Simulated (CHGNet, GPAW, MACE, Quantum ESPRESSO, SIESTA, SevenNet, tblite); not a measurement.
# From one method to another: forces in twisted Ti3C2O2 MXene bilayer, 38.21° (98 atoms)

Ti3C2O2 MXene (a = 3.04 Å) under Ti3C2O2 MXene (a = 3.04 Å), bilayer, commensurate cell of 7 unit cells a layer, twist 38.21 deg; facing planes 2.85 Å apart; 14 Å of vacuum; layers as built, displaced by a Gaussian of 0.01 Å. Then every atom was moved at random, 0.02 Å r.m.s. a Cartesian component.

Two calculations on one geometry. First: Kohn-Sham DFT, PBE, SSSP efficiency 1.3.0 pseudopotentials, plane waves; sssp-1.3.0-efficiency; 60/480 Ry; levels smeared at 580 K (Quantum ESPRESSO 7.5; sssp-pbe-1.3.0-efficiency, cutoffs 60/480 Ry, Γ point). Second: Kohn-Sham DFT, PBE, PAW, plane waves; plane waves 600 eV; levels smeared at 580 K (GPAW 26.7.0; Γ point).

Cell vectors (Å):

```
8.043 0.000 0.000
-4.022 6.966 0.000
0.000 0.000 30.650
```

Atom, position (Å) and force of the first calculation (eV/Å):

```
1 Ti 0.018 0.013 10.478 -0.066 0.042 -0.501
2 C 0.582 1.652 11.734 -0.207 -0.532 -0.414
3 C 1.684 0.325 9.181 -0.037 -0.388 0.323
4 Ti 1.704 0.345 12.994 0.730 0.414 0.096
5 Ti 0.589 1.634 7.885 0.074 0.812 0.330
6 O -4.005 6.965 13.906 -0.330 -0.273 0.221
7 O 8.010 0.023 7.006 0.253 -0.437 -0.689
8 Ti -0.573 2.950 10.488 0.101 0.940 -0.624
9 C 0.012 4.639 11.734 -0.314 -0.499 -0.736
10 C 1.141 3.294 9.185 -0.216 -0.153 0.105
11 Ti 1.150 3.301 12.996 0.163 0.460 0.219
12 Ti 0.027 4.655 7.904 0.214 0.212 -0.206
13 O -0.564 3.002 13.881 -0.409 -0.344 0.370
14 O -0.625 3.001 6.970 0.331 -0.224 -0.132
15 Ti -1.147 5.949 10.467 0.597 0.591 -0.355
16 C 3.459 0.591 11.745 -0.629 0.488 -0.783
17 C 0.568 6.281 9.201 -0.410 -0.115 0.156
18 Ti 0.536 6.275 13.022 0.338 0.701 0.216
19 Ti 3.461 0.681 7.889 0.737 0.292 0.158
20 O -1.127 5.941 13.899 -0.455 -0.055 0.507
21 O -1.168 5.957 6.996 -0.186 -0.050 -0.218
22 Ti 2.319 1.999 10.436 0.531 0.166 0.090
23 C 2.869 3.617 11.713 -0.145 0.011 -0.308
24 C 3.981 2.331 9.163 -0.291 -0.694 0.713
25 Ti 4.030 2.335 13.016 -0.107 -0.527 0.077
26 Ti 2.854 3.618 7.919 0.666 0.816 -0.154
27 O 2.293 2.021 13.925 0.004 -0.488 0.124
28 O 2.299 1.977 7.003 -0.317 -0.182 -0.771
29 Ti 1.715 4.960 10.437 0.179 0.496 0.252
30 C 2.278 6.656 11.702 0.340 -0.506 -0.234
31 C 3.429 5.270 9.169 0.042 0.093 0.798
32 Ti 3.444 5.309 13.012 -0.307 0.390 -0.209
33 Ti 2.308 6.654 7.915 -0.281 0.035 -0.133
34 O 1.704 4.992 13.887 0.446 -0.422 0.488
35 O 1.738 5.034 6.985 -0.405 -0.677 -0.132
36 Ti 5.207 1.025 10.487 -0.171 -0.408 -0.319
37 C 5.715 2.641 11.699 0.274 -0.196 0.013
38 C 6.875 1.325 9.189 0.045 -0.210 0.658
39 Ti 6.923 1.314 12.978 -0.452 0.167 0.612
40 Ti 5.775 2.699 7.897 0.177 0.222 -0.124
41 O 5.182 0.991 13.925 -0.016 -0.075 -0.148
42 O 5.177 1.001 7.007 -0.314 -0.310 -0.221
43 Ti 4.588 4.015 10.479 0.270 0.157 -0.783
44 C -2.855 5.617 11.711 -0.745 -0.219 0.013
45 C -1.703 4.277 9.197 -0.571 0.016 0.465
46 Ti -1.760 4.304 13.011 0.699 0.226 0.109
47 Ti -2.884 5.670 7.876 0.488 -0.186 0.080
48 O 4.572 3.937 13.896 0.143 0.355 0.619
49 O 4.624 3.977 7.014 -0.456 0.075 -0.436
50 Ti 5.736 1.942 20.166 0.213 0.514 0.438
51 C 4.568 0.691 21.449 0.303 -0.482 -0.141
52 C 4.040 2.300 18.933 -0.595 0.110 0.276
53 Ti 3.988 2.275 22.748 0.353 0.210 0.029
54 Ti 4.603 0.648 17.630 0.220 0.475 -0.208
55 O 5.740 2.006 23.668 -0.044 -0.055 -0.106
56 O 5.763 1.978 16.781 -0.219 -0.201 -0.605
57 Ti 3.460 4.006 20.214 0.269 -0.533 0.013
58 C 2.297 2.670 21.493 -0.166 0.069 -1.011
59 C 1.719 4.303 18.906 -0.181 0.023 0.843
60 Ti 1.733 4.319 22.759 0.244 -0.307 0.181
61 Ti 2.305 2.644 17.661 0.372 0.566 -0.212
62 O 3.444 3.967 23.611 -0.029 0.138 0.966
63 O 3.434 3.992 16.760 0.029 -0.281 -0.460
64 Ti 2.879 0.989 20.163 0.043 -0.042 0.474
65 C -2.299 6.660 21.496 -0.201 -0.277 -0.663
66 C 1.184 1.286 18.898 -0.612 0.112 0.955
67 Ti 1.101 1.322 22.795 0.372 -0.129 -0.352
68 Ti -2.290 6.661 17.646 0.034 0.138 -0.098
69 O 2.903 1.018 23.640 -0.271 -0.280 0.747
70 O 2.833 0.974 16.732 0.519 0.044 -0.340
71 Ti 1.151 5.943 20.197 0.143 0.296 -0.186
72 C -0.009 4.618 21.475 0.133 0.285 -0.539
73 C -0.574 6.283 18.942 -0.087 0.091 0.214
74 Ti -0.567 6.281 22.771 -0.239 0.189 -0.257
75 Ti -0.014 4.661 17.621 0.337 0.117 -0.103
76 O 1.139 5.988 23.664 -0.072 -0.002 0.321
77 O 1.136 5.999 16.716 -0.095 -0.265 -0.089
78 Ti 0.603 3.027 20.208 -0.049 -0.499 0.191
79 C -0.586 1.655 21.475 0.022 -0.151 -0.554
80 C -1.154 3.294 18.919 0.118 0.222 0.530
81 Ti -1.145 3.342 22.755 -0.205 -0.775 0.206
82 Ti -0.568 1.693 17.661 0.133 0.161 -0.346
83 O 0.562 2.987 23.687 -0.070 0.194 0.119
84 O 0.554 3.013 16.749 0.127 -0.422 -0.293
85 Ti 4.020 6.951 20.200 0.527 0.578 0.112
86 C 2.853 5.616 21.504 -0.004 0.436 -0.782
87 C 6.310 0.322 18.929 -0.073 -0.206 0.631
88 Ti 6.319 0.338 22.742 0.111 0.127 0.263
89 Ti 2.893 5.642 17.634 0.292 -0.031 -0.124
90 O 0.031 0.052 23.684 -0.562 -0.369 0.362
91 O -4.007 6.963 16.760 -0.323 -0.059 -0.426
92 Ti -1.705 4.954 20.193 -0.281 0.259 0.059
93 C 5.171 3.686 21.432 -0.043 -0.074 -0.073
94 C 4.603 5.304 18.901 -0.322 -0.304 0.851
95 Ti 4.592 5.289 22.745 0.154 -0.015 -0.299
96 Ti 5.205 3.688 17.680 -0.263 0.016 -0.352
97 O -1.736 4.936 23.645 0.090 0.484 0.723
98 O -1.706 4.958 16.711 -0.152 -0.104 -0.067
```

Q: Give the forces of the second method.

Atom and force (eV/Å):

```
1 -0.074 0.034 -0.506
2 -0.199 -0.529 -0.409
3 -0.027 -0.385 0.320
4 0.753 0.410 0.061
5 0.056 0.833 0.374
6 -0.337 -0.276 0.340
7 0.255 -0.442 -0.800
8 0.098 0.944 -0.628
9 -0.316 -0.500 -0.729
10 -0.218 -0.152 0.101
11 0.166 0.470 0.171
12 0.206 0.203 -0.167
13 -0.417 -0.346 0.470
14 0.365 -0.222 -0.216
15 0.595 0.587 -0.362
16 -0.631 0.505 -0.778
17 -0.408 -0.105 0.149
18 0.358 0.722 0.162
19 0.731 0.269 0.208
20 -0.484 -0.048 0.624
21 -0.171 -0.045 -0.307
22 0.531 0.151 0.095
23 -0.143 0.019 -0.298
24 -0.276 -0.692 0.712
25 -0.119 -0.566 0.024
26 0.665 0.832 -0.125
27 0.010 -0.497 0.244
28 -0.318 -0.179 -0.876
29 0.179 0.496 0.256
30 0.344 -0.514 -0.221
31 0.050 0.103 0.794
32 -0.312 0.386 -0.254
33 -0.293 0.031 -0.075
34 0.455 -0.436 0.594
35 -0.396 -0.688 -0.216
36 -0.185 -0.413 -0.329
37 0.280 -0.187 0.028
38 0.054 -0.206 0.651
39 -0.469 0.169 0.574
40 0.157 0.194 -0.064
41 -0.012 -0.077 -0.038
42 -0.306 -0.298 -0.317
43 0.266 0.149 -0.792
44 -0.747 -0.209 0.026
45 -0.570 0.025 0.460
46 0.703 0.220 0.065
47 0.479 -0.199 0.134
48 0.147 0.379 0.740
49 -0.473 0.083 -0.539
50 0.216 0.522 0.445
51 0.308 -0.495 -0.131
52 -0.595 0.120 0.265
53 0.383 0.243 -0.030
54 0.196 0.481 -0.159
55 -0.044 -0.054 -0.030
56 -0.224 -0.184 -0.701
57 0.264 -0.542 0.007
58 -0.169 0.064 -1.010
59 -0.179 0.026 0.835
60 0.223 -0.312 0.143
61 0.368 0.562 -0.175
62 -0.022 0.128 1.084
63 0.041 -0.291 -0.562
64 0.035 -0.041 0.480
65 -0.197 -0.280 -0.659
66 -0.622 0.122 0.957
67 0.404 -0.104 -0.413
68 0.032 0.100 -0.051
69 -0.297 -0.308 0.852
70 0.540 0.057 -0.464
71 0.139 0.301 -0.186
72 0.137 0.291 -0.536
73 -0.081 0.094 0.206
74 -0.253 0.197 -0.300
75 0.344 0.124 -0.049
76 -0.064 -0.005 0.402
77 -0.082 -0.276 -0.210
78 -0.047 -0.512 0.188
79 0.025 -0.147 -0.554
80 0.123 0.228 0.531
81 -0.207 -0.800 0.154
82 0.143 0.138 -0.301
83 -0.068 0.203 0.196
84 0.143 -0.424 -0.400
85 0.524 0.579 0.114
86 0.000 0.444 -0.779
87 -0.069 -0.212 0.622
88 0.113 0.132 0.226
89 0.270 -0.025 -0.080
90 -0.586 -0.408 0.467
91 -0.328 -0.043 -0.519
92 -0.285 0.264 0.060
93 -0.040 -0.087 -0.061
94 -0.320 -0.297 0.849
95 0.153 0.009 -0.337
96 -0.280 -0.002 -0.318
97 0.087 0.502 0.825
98 -0.160 -0.087 -0.193
```

The two sets differ by 36.9 meV/Å r.m.s., 9.8 % of the r.m.s. force of the Quantum ESPRESSO run. The runs have no spin polarisation, so any moments at edges, vacancies or dangling bonds can't form. The electronic-structure runs sample only Γ, in a cell whose shortest periodic width is 7 Å, which is coarse for a cell with partly filled levels.

[Logs are printed without paths, hosts, clocks, repeated set-up lines and the standing remarks that a program may print on its own settings, such as how far it seeks lower states.]

[Hosts, paths, dates, database ids (printed as entryN), source tags and the programs' standing remarks are cut or masked in the printed files.]
